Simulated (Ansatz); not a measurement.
## A hypothetical structure for InMoS4

This structure for InMoS4 is made up. Its elements were placed in a known structure type with a cell scaled to their sizes. What cell does the guess relax to, and how far off was it?

Method: DFT, PBE, plane-wave PAW, files of the set soft_1, scalar-relativistic, no spin, cell and ions relaxed at zero pressure; PAW set soft_1, in Ansatz 0.2.0.

## Step 1: Set-up

It takes space group Cmmm (No. 65, orthorhombic). Conventional cell: a = 7.850 Å, b = 8.385 Å, c = 3.488 Å, α = 90.00°, β = 90.00°, γ = 90.00°. Nearest to In lie 6 S at 2.31 to 2.34 Å. Nearest to Mo lie 6 S at 2.41 to 2.54 Å. Nearest to S lie 1 In at 2.34 Å and 2 Mo at 2.54 Å. Nearest to S lie 2 In at 2.31 Å and 1 Mo at 2.41 Å. Farther neighbours and most contacts between anions are not listed.

## Step 2: Relaxing cell and atoms

The guessed cell has no reason to be at equilibrium. It is relaxed with the atoms, within the space group of the guess.

Input file input.yaml:

```yaml
crystal:
  lattice:
    - [3.925, -4.1925, 0.0]
    - [3.925, 4.1925, 0.0]
    - [0.0, 0.0, 3.488]
  atoms:
    - { symbol: In, position: [0.5, 0.5, 0.0] }
    - { symbol: Mo, position: [0.0, 0.0, 0.5] }
    - { symbol: S, position: [0.2208, 0.7792, 0.0] }
    - { symbol: S, position: [0.7792, 0.2208, 0.0] }
    - { symbol: S, position: [0.6935, 0.6935, 0.5] }
    - { symbol: S, position: [0.3065, 0.3065, 0.5] }
kpoints:
  mp_grid: { grid: [5, 5, 8] }
scf:
  occupations: { method: fermi_dirac, width: 0.05 }
hamiltonian:
  xc: pbe
  pseudopotentials: { kind: paw, azcp: { folder: soft_1 } }
relax:
  f_tol: 0.015
  max_steps: 70
  cell: {}
output:
  forces: true
  stress: true
```

Run with:

```console
$ ansatz run input.yaml --threads 4 --pin off --max-ram 10240MiB --backend cpu --events-out ev --progress --plain --runs-dir out
```

Numbers of over 12 decimals in the logs are rounded to 6 here.

The log of the run:

```text
Engine: ansatz 0.2.0, x86_64-unknown-linux-gnu
Pseudopotentials: kind: paw
Pseudopotential: In, paw, valence charge 13, recommended cutoff 420 eV (normal), soft_1/In.paw.azcp
Pseudopotential: Mo, paw, valence charge 14, recommended cutoff 420 eV (normal), soft_1/Mo.paw.azcp
Pseudopotential: S, paw, valence charge 6, recommended cutoff 420 eV (normal), soft_1/S.paw.azcp
Functional definition: PBE
  parameter kappa = 0.804
  parameter beta = 0.066725
  exchange = pbe_x(kappa = kappa, mu = beta*pi^2/3)
  correlation = pbe_c(beta = beta)
Crystal: 6 atoms, lattice volume = 114.794 Å³
Basis set: ecut = 420 eV, 2225 PW (Γ), exchange–correlation on 80×80×48 points (8 copies of the dense FFT grid, shifted against one another)
Bands: 32, of which v1, the nominal top of the filled ones, is band 26 counted from 1 (25 counted from 0)
Symmetry: 8 space group operations
Space group: Cmmm (ITA 65), of the structure as read, at distance tolerance 4.9e-5 Å
k-points: 45 of 200
Non-local potential: In, projectors of the file, l = 0: 2, l = 1: 2, l = 2: 2, l = 3: 1
Non-local potential: Mo, projectors of the file, l = 0: 3, l = 1: 2, l = 2: 2, l = 3: 1
Non-local potential: S, projectors of the file, l = 0: 2, l = 1: 2, l = 2: 1
PAW form: soft (Blöchl's): semilocal exchange-correlation on the pseudo side does not see the compensation charge
PAW one-centre angular grid: In, 590 points (default); XC on 64 Gauss nodes
PAW one-centre angular grid: Mo, 590 points (default); XC on 64 Gauss nodes
PAW one-centre angular grid: S, 110 points (default); XC on 64 Gauss nodes
Initial density: superposition of atomic densities (chi_scale 0.1, normalization cell, long waves kept (reshape's long-wave potential 0.04 eV rms))
Initial wavefunctions: pseudopotential atomic-orbital guess
Functional: x = pbe(κ = 0.804, μ = 0.219515), c = pbe(β = 0.066725)
SCF iter   1: F=—  HF=-14165.001317 eV  |F-HF|=—  |Δ(HF+E_count)|=         —  Δρ=9.39e-2  dr2=2.56e1  ethr=3.10e-3  ⟨swp⟩=9.5  Hψ=8127  notcnv=0
preconditioner: auto → Kerker (q_TF=auto, 2.383 Å⁻¹)  [metal: Δε(μ)=0.019 eV  Ē_g=11.580 eV  σ=0.050 eV  W_gap=0.10  n_scr=26 (ndim 8)  ℏωp=22.7 eV  f_vac=0.000  D(μ)=2.39/eV (n_scr^D=10)]
SCF iter   2: F=—  HF=-14161.594342 eV  |F-HF|=—  |Δ(HF+E_count)|=    3.41e0  Δρ=3.66e-2  dr2=2.43e0  ethr=3.10e-3  ⟨swp⟩=4.0  Hψ=3673  notcnv=0  defer=18
SCF iter   3: F=—  HF=-14161.421631 eV  |F-HF|=—  |Δ(HF+E_count)|=   1.73e-1  Δρ=1.86e-2  dr2=6.81e-1  ethr=3.10e-3  ⟨swp⟩=2.7  Hψ=1881  notcnv=0  defer=14
SCF iter   4: F=—  HF=-14161.411723 eV  |F-HF|=—  |Δ(HF+E_count)|=   9.91e-3  Δρ=1.79e-2  dr2=8.46e-1  ethr=1.34e-3  ⟨swp⟩=3.4  Hψ=2236  notcnv=0  defer=6
SCF iter   5: F=—  HF=-14161.362076 eV  |F-HF|=—  |Δ(HF+E_count)|=   4.96e-2  Δρ=1.01e-2  dr2=2.77e-1  ethr=1.34e-3  ⟨swp⟩=1.3  Hψ=1636  notcnv=0  defer=2
SCF iter   6: F=—  HF=-14161.339073 eV  |F-HF|=—  |Δ(HF+E_count)|=   2.30e-2  Δρ=2.20e-3  dr2=1.33e-2  ethr=5.43e-4  ⟨swp⟩=2.0  Hψ=1625  notcnv=0  defer=2
SCF iter   7: F=—  HF=-14161.337930 eV  |F-HF|=—  |Δ(HF+E_count)|=   1.14e-3  Δρ=3.16e-4  dr2=2.77e-4  ethr=2.60e-5  ⟨swp⟩=2.1  Hψ=1880  notcnv=0  defer=2
SCF iter   8: F=—  HF=-14161.337991 eV  |F-HF|=—  |Δ(HF+E_count)|=   6.09e-5  Δρ=2.28e-4  dr2=1.29e-4  ethr=5.44e-7  ⟨swp⟩=2.8  Hψ=2701  notcnv=0  defer=2
SCF iter   9: F=—  HF=-14161.337986 eV  |F-HF|=—  |Δ(HF+E_count)|=   4.66e-6  Δρ=3.59e-5  dr2=3.00e-6  ethr=2.53e-7  ⟨swp⟩=1.1  Hψ=1463  notcnv=0  defer=2
SCF iter  10: F=—  HF=-14161.338160 eV  |F-HF|=—  |Δ(HF+E_count)|=   1.74e-4  Δρ=1.32e-5  dr2=3.77e-7  ethr=5.88e-9  ⟨swp⟩=2.2  Hψ=2135  notcnv=0  defer=2
SCF iter  11: F=-14161.338160 eV  HF=-14161.338160 eV  |F-HF|=8.81e-9  |Δ(HF+E_count)|=   2.27e-7  Δρ=2.92e-6  dr2=1.54e-8  ethr=1.96e-10  ⟨swp⟩=5.9  Hψ=5741  notcnv=0
SCF 1 converged in 11 iterations: F = -14161.338160 eV  dr2 = 1.54e-8
  greatest PAW one-centre occupation: 0.999 electrons in one spin orbital (limit 2), on the Mo atom at site 1 (counted from 0), in its partial waves of l = 0
relax step   1: F+E_penalty+E_count = -14161.33816029 eV  Δ(F+E_penalty+E_count) = +0.000e0 eV  max|allowed force component| = 4.871e0 eV/Å  Δτ_max = 0.0000 Å  P = +15.390 GPa  Ω = 114.794 Å³  (11 SCF iters, dr2 threshold 1.00e-7 eV, accepted)
Crystal: 6 atoms, lattice volume = 121.495 Å³
Basis set: ecut = 420 eV, 2389 PW (Γ), exchange–correlation on 80×80×48 points (8 copies of the dense FFT grid, shifted against one another)
Initial density: handed on by an earlier stage of this run
Initial wavefunctions: those handed on with the density
iter 1 solved again at ethr=1.25e-3 eV; its pass at ethr=3.10e-3 eV (dr2=6.36e-1 eV) is discarded
SCF iter   1: F=—  HF=-14163.686257 eV  |F-HF|=—  |Δ(HF+E_count)|=         —  Δρ=1.38e-2  dr2=6.38e-1  ethr=1.25e-3  ⟨swp⟩=1.0  Hψ=9381  notcnv=0
preconditioner: auto → Kerker (q_TF=auto, 2.361 Å⁻¹)  [metal: Δε(μ)=0.034 eV  Ē_g=10.085 eV  σ=0.050 eV  W_gap=0.17  n_scr=30 (ndim 8)  ℏωp=22.1 eV  f_vac=0.007  D(μ)=4.34/eV (n_scr^D=38)]
SCF iter   2: F=—  HF=-14163.653168 eV  |F-HF|=—  |Δ(HF+E_count)|=   3.31e-2  Δρ=8.33e-3  dr2=2.39e-1  ethr=1.25e-3  ⟨swp⟩=1.0  Hψ=1440  notcnv=0
SCF iter   3: F=—  HF=-14163.631444 eV  |F-HF|=—  |Δ(HF+E_count)|=   2.17e-2  Δρ=9.99e-4  dr2=3.29e-3  ethr=4.69e-4  ⟨swp⟩=3.0  Hψ=1822  notcnv=0
SCF iter   4: F=—  HF=-14163.633084 eV  |F-HF|=—  |Δ(HF+E_count)|=   1.64e-3  Δρ=5.81e-4  dr2=7.30e-4  ethr=6.46e-6  ⟨swp⟩=2.9  Hψ=2185  notcnv=0
SCF iter   5: F=—  HF=-14163.632958 eV  |F-HF|=—  |Δ(HF+E_count)|=   1.26e-4  Δρ=1.32e-4  dr2=4.12e-5  ethr=1.43e-6  ⟨swp⟩=2.1  Hψ=2018  notcnv=0
SCF iter   6: F=—  HF=-14163.633090 eV  |F-HF|=—  |Δ(HF+E_count)|=   1.32e-4  Δρ=7.49e-5  dr2=2.14e-5  ethr=8.08e-8  ⟨swp⟩=2.5  Hψ=2398  notcnv=0
SCF iter   7: F=—  HF=-14163.633088 eV  |F-HF|=—  |Δ(HF+E_count)|=   2.46e-6  Δρ=2.51e-5  dr2=2.02e-6  ethr=4.20e-8  ⟨swp⟩=2.5  Hψ=1956  notcnv=0
SCF iter   8: F=-14163.633088 eV  HF=-14163.633088 eV  |F-HF|=1.99e-8  |Δ(HF+E_count)|=   5.47e-8  Δρ=7.92e-6  dr2=1.37e-7  ethr=1.18e-9  ⟨swp⟩=5.4  Hψ=5546  notcnv=0
SCF 2 converged in 8 iterations: F = -14163.633088 eV  dr2 = 1.37e-7
relax step   2: F+E_penalty+E_count = -14163.63308783 eV  Δ(F+E_penalty+E_count) = -2.295e0 eV  max|allowed force component| = 8.863e-1 eV/Å  Δτ_max = 0.1998 Å  P = +6.571 GPa  Ω = 121.495 Å³  energy of the carried Pulay correction = -9.555e-4 eV  (8 SCF iters, dr2 threshold 6.00e-7 eV, accepted)
Crystal: 6 atoms, lattice volume = 127.325 Å³
Basis set: ecut = 420 eV, 2467 PW (Γ), exchange–correlation on 80×80×48 points (8 copies of the dense FFT grid, shifted against one another)
iter 1 solved again at ethr=1.62e-4 eV; its pass at ethr=3.10e-3 eV (dr2=8.24e-2 eV) is discarded
SCF iter   1: F=—  HF=-14163.869057 eV  |F-HF|=—  |Δ(HF+E_count)|=         —  Δρ=5.28e-3  dr2=8.21e-2  ethr=1.62e-4  ⟨swp⟩=1.2  Hψ=8111  notcnv=0
preconditioner: auto → LDOS  [metal: Δε(μ)=0.056 eV  Ē_g=9.922 eV  σ=0.050 eV  W_gap=0.26  n_scr=34 (ndim 8)  ℏωp=21.6 eV  f_vac=0.018  D(μ)=4.53/eV (n_scr^D=38)  β→1.0]
SCF iter   2: F=—  HF=-14163.861292 eV  |F-HF|=—  |Δ(HF+E_count)|=   7.77e-3  Δρ=2.05e-3  dr2=3.51e-3  ethr=1.61e-4  ⟨swp⟩=2.9  Hψ=2294  notcnv=0
SCF iter   3: F=—  HF=-14163.860891 eV  |F-HF|=—  |Δ(HF+E_count)|=   4.01e-4  Δρ=9.33e-4  dr2=3.06e-3  ethr=6.88e-6  ⟨swp⟩=2.0  Hψ=2500  notcnv=0
SCF iter   4: F=—  HF=-14163.860622 eV  |F-HF|=—  |Δ(HF+E_count)|=   2.69e-4  Δρ=3.96e-4  dr2=3.73e-4  ethr=6.00e-6  ⟨swp⟩=1.0  Hψ=1440  notcnv=0
SCF iter   5: F=—  HF=-14163.860594 eV  |F-HF|=—  |Δ(HF+E_count)|=   2.73e-5  Δρ=1.10e-4  dr2=3.25e-5  ethr=7.32e-7  ⟨swp⟩=2.2  Hψ=2109  notcnv=0
SCF iter   6: F=—  HF=-14163.860592 eV  |F-HF|=—  |Δ(HF+E_count)|=   2.75e-6  Δρ=2.24e-5  dr2=6.60e-7  ethr=6.38e-8  ⟨swp⟩=1.1  Hψ=1464  notcnv=0
SCF iter   7: F=-14163.860592 eV  HF=-14163.860592 eV  |F-HF|=8.07e-9  |Δ(HF+E_count)|=   7.55e-8  Δρ=5.08e-6  dr2=3.17e-8  ethr=1.18e-9  ⟨swp⟩=5.0  Hψ=5223  notcnv=0
SCF 3 converged in 7 iterations: F = -14163.860592 eV  dr2 = 3.17e-8
relax step   3: F+E_penalty+E_count = -14163.86059178 eV  Δ(F+E_penalty+E_count) = -2.275e-1 eV  max|allowed force component| = 4.758e-1 eV/Å  Δτ_max = 0.0431 Å  P = +2.108 GPa  Ω = 127.325 Å³  energy of the carried Pulay correction = -1.744e-3 eV  (7 SCF iters, dr2 threshold 6.00e-7 eV, accepted)
[...]
relax step   4: F+E_penalty+E_count = -14163.91473055 eV  Δ(F+E_penalty+E_count) = -5.414e-2 eV  max|allowed force component| = 2.078e-1 eV/Å  Δτ_max = 0.0430 Å  P = +0.313 GPa  Ω = 130.865 Å³  energy of the carried Pulay correction = -2.205e-3 eV  (7 SCF iters, dr2 threshold 6.00e-7 eV, accepted)
[...]
relax step   5: F+E_penalty+E_count = -14163.92328914 eV  Δ(F+E_penalty+E_count) = -8.559e-3 eV  max|allowed force component| = 5.569e-2 eV/Å  Δτ_max = 0.0508 Å  P = +0.224 GPa  Ω = 132.456 Å³  energy of the carried Pulay correction = -2.407e-3 eV  (6 SCF iters, dr2 threshold 6.00e-7 eV, accepted)
[...]
relax step   6: F+E_penalty+E_count = -14163.92626474 eV  Δ(F+E_penalty+E_count) = -2.976e-3 eV  max|allowed force component| = 5.760e-2 eV/Å  Δτ_max = 0.0145 Å  P = +0.216 GPa  Ω = 132.405 Å³  energy of the carried Pulay correction = -2.401e-3 eV  (6 SCF iters, dr2 threshold 6.00e-7 eV, accepted)
[...]
relax step   7: F+E_penalty+E_count = -14163.92684216 eV  Δ(F+E_penalty+E_count) = -5.774e-4 eV  max|allowed force component| = 1.673e-3 eV/Å  Δτ_max = 0.0047 Å  P = +0.020 GPa  Ω = 132.635 Å³  energy of the carried Pulay correction = -2.430e-3 eV  (6 SCF iters, dr2 threshold 2.61e-7 eV, accepted)
Basis set: ecut = 420 eV, 2563 PW (Γ), exchange–correlation on 90×90×50 points (8 copies of the dense FFT grid, shifted against one another)
Initial wavefunctions: pseudopotential atomic-orbital guess (no wavefunctions were taken with the density)
iter 1 solved again at ethr=2.54e-6 eV; its pass at ethr=3.10e-3 eV (dr2=1.30e-3 eV) is discarded
SCF iter   1: F=—  HF=-14163.926812 eV  |F-HF|=—  |Δ(HF+E_count)|=         —  Δρ=4.34e-4  dr2=1.07e-5  ethr=2.54e-6  ⟨swp⟩=3.2  Hψ=10747  notcnv=0
eigensolver tolerance schedule: the retry pair's looser diagonalisation over-reported the residual by 120.61 of it (diagonalisation noise at 0.11 of the residual, at the tolerance the schedule requests for it); recorded, not acted on — ethr = c·dr2/N_el stays at c = 1.0e-1
preconditioner: auto → LDOS  [metal: Δε(μ)=0.034 eV  Ē_g=9.846 eV  σ=0.050 eV  W_gap=0.16  n_scr=34 (ndim 8)  ℏωp=21.1 eV  f_vac=0.024  D(μ)=5.07/eV (n_scr^D=38)  β→1.0]
SCF iter   2: F=—  HF=-14163.929972 eV  |F-HF|=—  |Δ(HF+E_count)|=   3.16e-3  Δρ=4.76e-5  dr2=2.45e-6  ethr=2.09e-8  ⟨swp⟩=2.0  Hψ=2605  notcnv=0
SCF iter   3: F=—  HF=-14163.929970 eV  |F-HF|=—  |Δ(HF+E_count)|=   2.04e-6  Δρ=1.81e-5  dr2=3.60e-7  ethr=4.80e-9  ⟨swp⟩=2.0  Hψ=2361  notcnv=0
SCF iter   4: F=—  HF=-14163.929970 eV  |F-HF|=—  |Δ(HF+E_count)|=   8.10e-7  Δρ=3.54e-6  dr2=1.14e-8  ethr=7.06e-10  ⟨swp⟩=2.1  Hψ=2251  notcnv=0
SCF iter   5: F=—  HF=-14163.929970 eV  |F-HF|=—  |Δ(HF+E_count)|=   3.94e-8  Δρ=6.88e-7  dr2=9.67e-10  ethr=2.23e-11  ⟨swp⟩=2.1  Hψ=2396  notcnv=0
SCF iter   6: F=—  HF=-14163.929970 eV  |F-HF|=—  |Δ(HF+E_count)|=  6.58e-10  Δρ=1.95e-7  dr2=9.62e-11  ethr=1.90e-12  ⟨swp⟩=2.1  Hψ=2251  notcnv=0
SCF iter   7: F=-14163.929970 eV  HF=-14163.929970 eV  |F-HF|=3.64e-12  |Δ(HF+E_count)|=    0.00e0  Δρ=8.26e-8  dr2=6.39e-12  ethr=1.00e-12  ⟨swp⟩=5.0  Hψ=5472  notcnv=0
SCF 8 converged in 7 iterations: F = -14163.929970 eV  dr2 = 6.39e-12
relax step   8: F+E_penalty+E_count = -14163.92997050 eV  Δ(F+E_penalty+E_count) = -3.128e-3 eV  max|allowed force component| = 9.289e-4 eV/Å  Δτ_max = 0.0000 Å  P = +0.033 GPa  Ω = 132.635 Å³  stress off target by 4.08e-2 GPa  SCF on the basis re-selected at this cell (its energy is not comparable with the rows above)  (7 SCF iters)
basis re-selected at this cell: Δ(F+E_penalty+E_count) = -3.128e-3 eV, ΔP = +0.013 GPa vs the last step (what re-selecting the basis moved, of the pressure what is left beyond the Pulay correction that the steps carried, after the strain that the cell walked since its last selection, with what the two solves' SCF thresholds leave and, on support functions, any second-order correction that the steps lacked; it is no measure of the basis error at this ecutwfc). The dense FFT grid was sized anew with the basis: this SCF ran on 45×45×25 points, the steps before it on 40×40×24, so part of this shift can come from that change (see relax.cell in the input reference). [rest of the remark cut]
SCF converged after 7 iterations
Free energy (F): -14163.929970 eV
Harris-Foulkes:  -14163.929970 eV  (|F-HF|=3.64e-12)
Internal energy: -14163.889127 eV  (E = F + TS)
E sigma→0 (E₀):  -14163.909549 eV
Entropy (-TS):   -0.040843 eV (-6.807 meV/atom)
Fermi energy:    7.314366 eV
--- Per-component energies (eV) ---
  E_band       = -286.017774
  E_kinetic    = 1058.418124
  E_local      = -3382.795474  (includes V_loc(G=0)·N_el)
  E_nonlocal   = 613.073798
  E_hartree    = 1268.503896
  E_xc         = -670.679871
  E_vxc        = -634.582620  (∫ρ·V_xc dr)
  E_paw        = -9856.547995  (= ΣΔE_a)
  E_vpaw       = -477.139615  (= ΣTr[D̂ρ^β])
  E_aug_tail   = 0.000193  (compensation charges beyond the density's cutoff)
  E_ewald      = -3193.861799
  E_smearing   = -0.040843  (= −TS)
  E_closure    = 0.000000  (closes the sum)
  Σ components = -14163.929970   (vs F -14163.929970, Δ=0.00e0)
--- Forces (eV/Å), atoms counted from 1 ---
  atom   1  In    -0.00000000    -0.00000000     0.00000000
  atom   2  Mo    -0.00000000     0.00000000     0.00000000
  atom   3  S      0.00000000    -0.00000803    -0.00000000
  atom   4  S      0.00000000     0.00000803     0.00000000
  atom   5  S     -0.00092888     0.00000000     0.00000000
  atom   6  S      0.00092888     0.00000000    -0.00000000
  max |Σ_I F_I| component: 0.00e0 eV/Å
--- Stress (GPa, compression-positive) ---
        0.040833       0.000000      -0.000000
        0.000000       0.037241      -0.000000
       -0.000000      -0.000000       0.019447
  P = ⅓ Tr σ = 0.0325 GPa (0.325 kbar)
--- Relaxed structure (7 steps of the walk, 7 accepted, 1 SCFs on fresh bases) ---
  F+E_penalty+E_count = -14163.92997050 eV   max|allowed force component| = 9.289e-4 eV/Å   (the final SCF, on the basis selected at the relaxed cell)
  cell:  # Å, volume = 132.6349 Å³
    - [4.144878, -4.348462, -2.143042050958543e-17]
    - [4.144878, 4.348462, 2.1430420509585436e-17]
    - [0, 1.7829292006543588e-17, 3.679429]
  atoms:
    - { symbol: In, position: [0.5, 0.5, 0] }
    - { symbol: Mo, position: [-4.1376827095451546e-19, 4.1376827095451623e-19, 0.5] }
    - { symbol: S, position: [0.181444, 0.818556, 5.251972707292363e-18] }
    - { symbol: S, position: [0.818556, 0.181444, -5.251972707292363e-18] }
    - { symbol: S, position: [0.712007, 0.712007, 0.5] }
    - { symbol: S, position: [0.287993, 0.287993, 0.5] }
```

Wall time 20 s (4 threads of Intel Xeon Platinum 8488C (Sapphire Rapids), shared host); peak memory 0.65 GiB.

This run has no spin polarisation although its electron count is odd.

Step by step:

```tsv
step	energy less that of the first step (eV)	largest force component (eV/Å)	pressure (GPa)	volume (Å³)
1	0.0000	4.8712	15.39	114.79
2	-2.2949	0.8863	6.57	121.50
3	-2.5224	0.4758	2.11	127.32
4	-2.5766	0.2078	0.31	130.87
5	-2.5851	0.0557	0.22	132.46
6	-2.5881	0.0576	0.22	132.40
7	-2.5887	0.0017	0.02	132.63
8*	-2.5918	0.0009	0.03	132.63
```

Relaxation steps marked * repeat the geometry before them on a plane-wave basis chosen anew for their cell, so energy and pressure can jump there.

The run keeps the 8 symmetry operations that it works with, so distortions that break them were not tested.

```tsv
conventional cell, symmetrised	before	after	change
a (Å)	7.850	8.290	+5.6 %
b (Å)	8.385	8.697	+3.7 %
c (Å)	3.488	3.679	+5.5 %
volume (Å³/atom)	19.13	22.11	+15.5 %
```

The atoms that moved most (Å, as changes of fractional coordinates times the final cell):

```tsv
atom	dx	dy	dz	length
S4	0.000	-0.342	0.000	0.342
S3	0.000	0.342	0.000	0.342
S6	-0.153	0.000	0.000	0.153
S5	0.153	0.000	0.000	0.153
```

The relaxed structure:

```xyz
6
Lattice="4.1449 -4.3485 0.0000 4.1449 4.3485 0.0000 0.0000 0.0000 3.6794" Properties=species:S:1:pos:R:3 pbc="T T T"
In    4.1449    0.0000    0.0000
Mo    0.0000    0.0000    1.8397
S     4.1449    2.7705    0.0000
S     4.1449   -2.7705    0.0000
S     5.9024    0.0000    1.8397
S     2.3874    0.0000    1.8397
```

Numbers from this step:

```
free energy             : -14163.9300 eV
energy at zero smearing : -14163.9095 eV
smearing term TS        : 0.04084 eV
Fermi energy            : 7.314 eV
electrons               : 51
symmetry operations     : 8
pressure                : 0.03251 GPa
```

The shortest distance of each pair, which need not be the same contact before and after:

```tsv
pair	guess (Å)	relaxed (Å)
Mo–S	2.406	2.387
In–S	2.313	2.544
S–S	3.038	3.156
In–In	3.488	3.679
Mo–Mo	3.488	3.679
```

The relaxation ends with a largest force component of 9.3e-4 eV/Å and a pressure of 0.03 GPa.

## Step 3: What came out

```
space group, relaxed : Cmmm
conventional cell    : a = 8.290, b = 8.697, c = 3.679 Å; α = 90.0°, β = 90.0°, γ = 90.0°
volume per atom      : 22.11 Å³ (guess 19.13)
```

What this shows: InMoS4 relaxes to Cmmm with a = 8.290, b = 8.697 and c = 3.679 Å. The guessed volume was 13 % too small. The space group Cmmm was held in the relaxation, so the end point is a stationary structure within it and may be a saddle against distortions or other arrangements. Mesh and cutoff weren't tested. No dispersion term is used, so weakly bound directions may come out too long. The runs have no spin, and magnetism wasn't tested. Nothing here tests whether the compound is stable against decomposition.

[Logs are printed without paths, hosts, clocks, repeated set-up lines and the standing remarks that a program may print on its own settings, such as how far it seeks lower states.]

[Hosts, paths, dates, database ids (printed as entryN), source tags and the programs' standing remarks are cut or masked in the printed files.]
